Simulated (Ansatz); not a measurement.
# Sensitivity of the G0W0 gap of TiO2 (Imma)

A base run on TiO2 (Imma), then changed inputs.

Main program and level: Ansatz 0.2.0; G0W0 on LDA, plane waves, PAW; PAW set soft_1.

## Step 1: The starting structure

Symmetry: Imma, No. 74, orthorhombic system. Conventional cell: a = 5.946 Å, b = 6.575 Å, c = 6.575 Å, α = 90.00°, β = 90.00°, γ = 90.00°. Ti has 6 O at 1.94 to 2.00 Å nearest. Nearest to Ti lie 6 O at 1.96 to 2.00 Å. Nearest to O lie 3 Ti at 1.94 to 2.00 Å. Nearest to O lie 3 Ti at 1.96 to 2.00 Å. Farther neighbours and most contacts between anions are not listed.

The cell and positions are those that the Materials Project relaxed with its own functionals (PBE, PBE+U or r2SCAN), kept fixed. This is not the form that TiO2 usually takes at ambient conditions.

## Step 2: The base run: 4×4×4 mesh, 291 empty bands, screening to 100 eV, PAW set soft_1 files

Now the one-shot GW correction: screening in the RPA, then the self-energy of the levels asked for. This step takes PAW set soft_1 files.

File input.yaml:

```yaml
crystal:
  lattice:
    - [-2.97316, 3.287369, 3.287402]
    - [2.97316, -3.287369, 3.287402]
    - [2.97316, 3.287369, -3.287402]
  atoms:
    - { symbol: Ti, position: [0.504755, 0.754755, 0.75] }
    - { symbol: Ti, position: [0.495245, 0.245245, 0.25] }
    - { symbol: Ti, position: [0.0, 0.0, 0.5] }
    - { symbol: Ti, position: [0.0, 0.5, 0.0] }
    - { symbol: O, position: [0.304919, 0.30477, 0.499851] }
    - { symbol: O, position: [0.195484, 0.250383, 0.945101] }
    - { symbol: O, position: [0.304919, 0.805068, 0.000149] }
    - { symbol: O, position: [0.805282, 0.250383, 0.554899] }
    - { symbol: O, position: [0.194718, 0.749617, 0.445101] }
    - { symbol: O, position: [0.804516, 0.749617, 0.054899] }
    - { symbol: O, position: [0.695081, 0.194932, 0.999851] }
    - { symbol: O, position: [0.695081, 0.69523, 0.500149] }
kpoints:
  mp_grid: { grid: [4, 4, 4] }
hamiltonian:
  xc: lda
  pseudopotentials: { kind: paw, azcp: { folder: soft_1 }, xc_functional: pbe }
scf:
  occupations: { method: fixed }
gw:
  n_empty_bands: 291
  ecut_chi: 100
  qp_bands: [v4, c4]
  qp_kpoints: band_edges
  screening: { model: contour_deformation }
```

The run is started by

```bash
$ ansatz run input.yaml --threads 2 --pin off --max-ram 92160MiB --backend cuda --events-out ev --progress --plain --runs-dir out --devices 1 --max-vram 13GiB
```

Numbers of over 12 decimals in the logs are rounded to 6 here.

Output:

```text
GPUs: using 1 of 1 available (devices: 1).
Engine: ansatz 0.2.0, x86_64-unknown-linux-gnu
Pseudopotentials: kind: paw
Pseudopotential: Ti, paw, valence charge 12, recommended cutoff 420 eV (normal), soft_1/Ti.paw.azcp
Pseudopotential: O, paw, valence charge 6, recommended cutoff 420 eV (normal), soft_1/O.paw.azcp
Functional definition: SPW92
  exchange = slater_x
  correlation = pw_c
device memory: the entry about to start is reckoned to put 2.2 GiB on a device that reports 51.2 GiB free (of which the cap on the GPU budget leaves the run 13.0 GiB)
GPU FFT provider: cuFFT
GPU libraries: cuBLAS 13.8.2, cuFFT 12.4.0, cuSOLVER 12.3.4
Crystal: 12 atoms, lattice volume = 128.523 Å³
Basis set: ecut = 420 eV, 2497 PW (Γ)
Bands: 60, of which v1, the nominal top of the filled ones, is band 48 counted from 1 (47 counted from 0)
Symmetry: 8 space group operations
Space group: Imma (ITA 74), of the structure as read, at distance tolerance 5.0e-5 Å
k-points: 18 of 64
Non-local potential: Ti, projectors of the file, l = 0: 3, l = 1: 2, l = 2: 3, l = 3: 1
Non-local potential: O, projectors of the file, l = 0: 2, l = 1: 2, l = 2: 1
PAW form: soft (Blöchl's): semilocal exchange-correlation on the pseudo side does not see the compensation charge
PAW frozen core: Ti, regenerated for the run's functional, and the local potential with it (the file was generated under x = pbe(κ = 0.804, μ = 0.219515), c = pbe(β = 0.066725))
PAW frozen core: O, regenerated for the run's functional, and the local potential with it (the file was generated under x = pbe(κ = 0.804, μ = 0.219515), c = pbe(β = 0.066725))
PAW one-centre angular grid: Ti, 590 points (default); XC on 64 Gauss nodes
PAW one-centre angular grid: O, 110 points (default); XC on 64 Gauss nodes
Initial density: superposition of atomic densities (chi_scale 0.1, normalization cell, long waves kept (reshape's long-wave potential 0.00 eV rms))
Initial wavefunctions: pseudopotential atomic-orbital guess
GPU buffer pool allocated for 64000 grid points (all kernels)
GPU transforms: local potential and band sums: pruned to the plane-wave sphere, on 40×40×40
Functional: x = slater, c = lda
SCF iter   1: F=—  HF=-14260.882082 eV  |F-HF|=—  |Δ(HF+E_count)|=         —  Δρ=5.01e-2  dr2=2.94e0  ethr=3.10e-3  ⟨swp⟩=3.1  Hψ=3181  notcnv=0  defer=113
preconditioner: auto → Resta (q_TF=auto, 2.599 Å⁻¹)  ε∞=8.9  [insulator: Δε(μ)=1.805 eV  Ē_g=9.298 eV  n_scr=42 (ndim 8)  ℏωp=26.2 eV  f_vac=0.000  ε∞_Penn≈8.9]
SCF iter   2: F=—  HF=-14260.684251 eV  |F-HF|=—  |Δ(HF+E_count)|=   1.98e-1  Δρ=3.09e-2  dr2=9.99e-1  ethr=3.06e-3  ⟨swp⟩=3.0  Hψ=1909  notcnv=0  defer=112
SCF iter   3: F=—  HF=-14260.608751 eV  |F-HF|=—  |Δ(HF+E_count)|=   7.55e-2  Δρ=2.27e-2  dr2=6.99e-1  ethr=1.04e-3  ⟨swp⟩=2.0  Hψ=1495  notcnv=0  defer=130
[...]
NSCF: frozen V_eff on 1 k-points
SCF converged after 10 iterations
Free energy (F): -14260.482174 eV
Harris-Foulkes:  -14260.482174 eV  (|F-HF|=2.11e-8)
Internal energy: -14260.482174 eV  (E = F + TS)
E sigma→0 (E₀):  -14260.482174 eV
Fermi energy:    8.240641 eV
--- Per-component energies (eV) ---
  E_band       = -848.956087
  E_kinetic    = 2442.097493
  E_local      = -6499.974173  (includes V_loc(G=0)·N_el)
  E_nonlocal   = 676.919189
  E_hartree    = 2434.257801
  E_xc         = -1022.746438
  E_vxc        = -1303.008439  (∫ρ·V_xc dr)
  E_paw        = -5175.769179  (= ΣΔE_a)
  E_vpaw       = -1033.507007  (= ΣTr[D̂ρ^β])
  E_aug_tail   = 0.006073  (compensation charges beyond the density's cutoff)
  E_ewald      = -7117.352114
  E_core_change = 2.079174  (= ΣΔE_core)
  E_smearing   = -0.000000  (= −TS)
  E_closure    = 0.000000  (closes the sum)
  Σ components = -14260.482174   (vs F -14260.482174, Δ=0.00e0)
--- Band table (eV; the first three rows and the last of 18) ---
  k-point 0: bands = [... 44 lower, 7.5749, 7.8051, 7.8067, 8.2406, 9.9999, 10.2605, 10.5525, 10.6057, ... 8 higher]
  k-point 1: bands = [... 44 lower, 7.3480, 7.3961, 7.5038, 8.0317, 10.3631, 10.4515, 10.5057, 10.6958, ... 8 higher]
  k-point 2: bands = [... 44 lower, 7.0331, 7.0331, 7.6194, 7.6194, 10.3999, 10.3999, 10.7774, 10.7774, ... 8 higher]
  k-point 17: bands = [... 44 lower, 6.9856, 6.9882, 7.1823, 7.1864, 10.0299, 10.0382, 10.6492, 10.6512, ... 8 higher]
--- G₀W₀: contour deformation, 7 samples at zero and on the imaginary axis and 2 off it, 64 q-points, 291 empty bands' worth ---
  eigenvalues of the whole cell's RPA ε∞ on this k-mesh (on a slab, of 1 + 4πα/V) = 7.5475, 7.5628, 9.0857; static W/v taken at q = 0 is 0.124315
  bands read: the sum over 339 bands ends inside a degenerate multiplet in 2 slots, whose members it reads at an even weight; the widest, k=2: bands 339 to 340 (counted from 1) at 1/2 each
  gw.qp_kpoints: band_edges: 18 of 18 stored k-points solved, in 1 pass; an edge of the gap read off the rows below is read off those points alone
    ik  band        ε_KS         Σx   Σc(E_QP)       V_xc       Z   E_QP_lin       E_QP  E_QP is
     0    45      7.5749   -26.3119     4.5693   -21.7989  0.7200     7.6312     7.6313  root
     0    46      7.8051   -25.9419     4.4760   -21.5681  0.7146     7.9070     7.9072  root
     0    47      7.8067   -25.9474     4.4785   -21.5704  0.7147     7.9080     7.9082  root
     0    48      8.2406   -25.8502     4.5988   -21.3653  0.7032     8.3543     8.3546  root
     0    49      9.9999   -13.4009    -7.0087   -22.0281  0.7156    11.6930    11.6184  root
     0    50     10.2605   -13.3261    -6.7320   -21.5849  0.7169    11.8532    11.7872  root
     0    51     10.5525   -13.6377    -7.2185   -22.4035  0.6985    12.1779    12.0999  root
     0    52     10.6057   -13.7102    -7.3680   -22.6671  0.7010    12.2768    12.1947  root
[...]
17    49     10.0299   -13.5427    -6.8610   -22.0065  0.7175    11.7042    11.6327  root
    17    50     10.0382   -13.5482    -6.8585   -22.0105  0.7176    11.7135    11.6420  root
    17    51     10.6492   -13.7198    -7.5564   -22.9007  0.7000    12.3617    12.2737  root
    17    52     10.6512   -13.7249    -7.5461   -22.8944  0.7001    12.3624    12.2746  root
```

Elapsed: 49 s, on 1 × NVIDIA H100 80GB HBM3 (shared by 6 runs) with 2 threads of AMD EPYC 7R13 (Zen 3), shared host; peak memory 1.7 GiB.

This step gave:

```
bands summed                                 : 339
RPA ε∞ on this mesh (eigenvalues)            : 7.548, 7.563, 9.086
plane waves in the screening matrix          : 297
q-points in the mesh                         : 64
G0W0 gap on the mesh                         : 3.212 eV
k of the valence top                         : 0, 0, 0
k of the conduction bottom                   : 0, -0.5, -0.5
starting gap on the mesh                     : 1.759 eV
Z at the valence top                         : 0.7032
Z at the conduction bottom                   : 0.7149
least direct G0W0 gap on the computed points : 3.264 eV
```

The gap on the mesh goes from 1.76 eV to 3.21 eV, a correction of +1.45 eV, though a band edge has moved to another state.

## Step 3: Variant: all filled levels at the zone centre

input.yaml: that of step 2 with these lines changed.

```diff
@@ -28,4 +28,4 @@
   ecut_chi: 100
-  qp_bands: [v4, c4]
-  qp_kpoints: band_edges
+  qp_bands: [lowest, c2]
+  qp_kpoints: [[0, 0, 0]]
   screening: { model: contour_deformation }
```

Output:

```text
GPUs: using 1 of 1 available (devices: 1).
[...]
GPU FFT provider: cuFFT
GPU libraries: cuBLAS 13.8.2, cuFFT 12.4.0, cuSOLVER 12.3.4
Crystal: 12 atoms, lattice volume = 128.523 Å³
Basis set: ecut = 420 eV, 2497 PW (Γ)
Bands: 60, of which v1, the nominal top of the filled ones, is band 48 counted from 1 (47 counted from 0)
Symmetry: 8 space group operations
[...]
k-points: 18 of 64
[...]
GPU buffer pool allocated for 64000 grid points (all kernels)
[...]
SCF iter   1: F=—  HF=-14260.882082 eV  |F-HF|=—  |Δ(HF+E_count)|=         —  Δρ=5.01e-2  dr2=2.94e0  ethr=3.10e-3  ⟨swp⟩=3.1  Hψ=3181  notcnv=0  defer=113
[...]
SCF iter  10: F=-14260.482174 eV  HF=-14260.482174 eV  |F-HF|=2.11e-8  |Δ(HF+E_count)|=   2.46e-7  Δρ=5.45e-6  dr2=3.31e-8  ethr=1.04e-10  ⟨swp⟩=7.8  Hψ=3773  notcnv=0
SCF 1 converged in 10 iterations: F = -14260.482174 eV  dr2 = 3.31e-8
[...]
0     7    -24.6898   -39.1040     9.9825   -28.5624  0.6137   -25.2606   -25.2489  root
     0     8    -24.6886   -39.1028     9.9831   -28.5603  0.6137   -25.2596   -25.2479  root
     0     9    -24.5596   -39.1961     9.8597   -28.7756  0.6115   -25.1311   -25.1204  root
     0    10    -24.5520   -39.1951     9.8591   -28.7750  0.6116   -25.1238   -25.1130  root
     0    11    -24.5437   -39.2347     9.8226   -28.8209  0.6115   -25.1453   -25.1350  root
     0    12    -24.5392   -39.2239     9.8239   -28.8250  0.6119   -25.1247   -25.1142  root
[...]
0    17     -9.5384   -32.3592    11.0881   -20.6544  0.5906   -10.1950   -10.1551  root ?
[...]
0    27      3.4158   -22.2028     5.7634   -16.6276  0.5760     3.6025     3.6039  root ?
[...]
0    47      7.8067   -25.9474     4.4785   -21.5704  0.7147     7.9080     7.9082  root
     0    48      8.2406   -25.8502     4.5988   -21.3653  0.7032     8.3543     8.3546  root
     0    49      9.9999   -13.4009    -7.0087   -22.0281  0.7156    11.6930    11.6184  root
     0    50     10.2605   -13.3261    -6.7320   -21.5849  0.7169    11.8532    11.7872  root
[key lines of the parts left out:]
SCF converged after 10 iterations
Free energy (F): -14260.482174 eV
Fermi energy:    8.240641 eV
```

Elapsed: 40 s, on 1 × NVIDIA H100 80GB HBM3 (shared by 6 runs) with 2 threads; peak memory 1.5 GiB.

Absolute levels on the run's own zero. QP, by row, the first 40 of 50 rows:

```
k index  band  KS (eV)  Sigma_x (eV)  Sigma_c (eV)  Vxc (eV)       Z  QP linearised (eV)  QP (eV)  source         doubts
      0     1   -48.08         -47.7         15.74    -30.71  0.5587              -49.39   -49.33    root  z_under_floor
      0     2   -48.06        -47.71         15.75    -30.73  0.5571              -49.35   -49.29    root  z_under_floor
      0     3   -48.03        -47.74         15.74    -30.77  0.5566              -49.32   -49.27    root  z_under_floor
      0     4   -48.03        -47.74         15.74    -30.77  0.5567              -49.32   -49.26    root  z_under_floor
      0     5   -24.93        -39.01         10.03    -28.36  0.6122              -25.57   -25.55    root               
      0     6   -24.93        -39.01         10.03    -28.36  0.6122              -25.56   -25.55    root               
      0     7   -24.69         -39.1         9.982    -28.56  0.6137              -25.26   -25.25    root               
      0     8   -24.69         -39.1         9.983    -28.56  0.6137              -25.26   -25.25    root               
      0     9   -24.56         -39.2          9.86    -28.78  0.6115              -25.13   -25.12    root               
      0    10   -24.55         -39.2         9.859    -28.77  0.6116              -25.12   -25.11    root               
      0    11   -24.54        -39.23         9.823    -28.82  0.6115              -25.15   -25.14    root               
      0    12   -24.54        -39.22         9.824    -28.82  0.6119              -25.12   -25.11    root               
      0    13   -24.54        -39.23         9.822    -28.82  0.6114              -25.14   -25.13    root               
      0    14   -24.54        -39.22         9.825    -28.82  0.6119              -25.12   -25.11    root               
      0    15   -24.51        -39.36         9.708    -28.97  0.6127               -25.2   -25.19    root               
      0    16   -24.48        -39.36         9.665    -29.03   0.613              -25.16   -25.15    root               
      0    17   -9.538        -32.36         11.09    -20.65  0.5906               -10.2   -10.16    root  z_under_floor
      0    18   -8.366        -33.39         10.76    -21.88  0.6087              -9.097   -9.114    root               
      0    19   -8.252        -33.38         10.68    -21.93  0.6388              -9.041   -9.025    root               
      0    20   -8.252        -33.38         10.68    -21.93  0.6388              -9.041   -9.025    root               
      0    21    -7.97        -33.69         10.34    -22.39  0.6904                  -9   -8.931    root               
      0    22   -7.969        -33.69         10.34    -22.39  0.6905              -8.999   -8.928    root               
      0    23   -7.669         -33.8         10.14    -22.55  0.7302              -8.799   -8.779    root               
      0    24   -7.667         -33.8         10.14    -22.55  0.7303              -8.797   -8.775    root               
      0    25    2.545        -24.19          5.71    -18.52  0.6294               2.589    2.589    root               
      0    26    3.008        -24.89         5.232    -19.87  0.6347               3.221    3.223    root               
      0    27    3.416         -22.2         5.763    -16.63   0.576               3.603    3.604    root  z_under_floor
      0    28    3.602         -22.9         5.524    -17.45  0.6123               3.679    3.679    root               
      0    29    3.602         -22.9         5.524    -17.45  0.6121                3.68     3.68    root               
      0    30    3.719        -24.48          5.68    -18.71  0.6421               3.631    3.631    root               
      0    31    3.722        -24.49         5.681    -18.72  0.6422               3.632    3.633    root               
      0    32     4.53        -25.48         5.004    -20.66  0.6524               4.708    4.709    root               
      0    33     4.53        -25.48         5.002    -20.66  0.6521                4.71    4.712    root               
      0    34    4.791         -25.5         4.843    -20.79  0.6687               4.927    4.928    root               
      0    35    4.792        -25.49         4.843    -20.79  0.6687               4.928    4.929    root               
      0    36    5.527        -25.94         4.704    -21.35   0.695               5.634    5.634    root               
      0    37    5.529        -25.95         4.705    -21.35  0.6952               5.635    5.636    root               
      0    38    5.704        -24.98         5.186    -19.73  0.6761               5.639     5.64    root               
      0    39    5.707        -24.97         5.188    -19.72  0.6762               5.641    5.642    root               
      0    40    6.331        -25.82         5.034    -20.72  0.7025               6.263    6.264    root
```

Against the base:

```csv
setting,base,variant
levels asked,v4 to c4,lowest to c2
points asked,band edges,"[[0, 0, 0]]"
```

[end of part 1 of 2]

[Paths, hosts, dates, memory and timing lines, banners, echoed tables and standing remarks are left out of the program output.]

[Logs are printed without paths, hosts, clocks, repeated set-up lines and the standing remarks that a program may print on its own settings, such as how far it seeks lower states.]

[Runs of the session that timed out or met a known fault of the program may be left out.]

[Cells called generated may have been cut or substituted from an entry of the Crystallography Open Database or the Materials Project.]

[Hosts, paths, dates, database ids (printed as entryN), source tags and the programs' standing remarks are cut or masked in the printed files.]
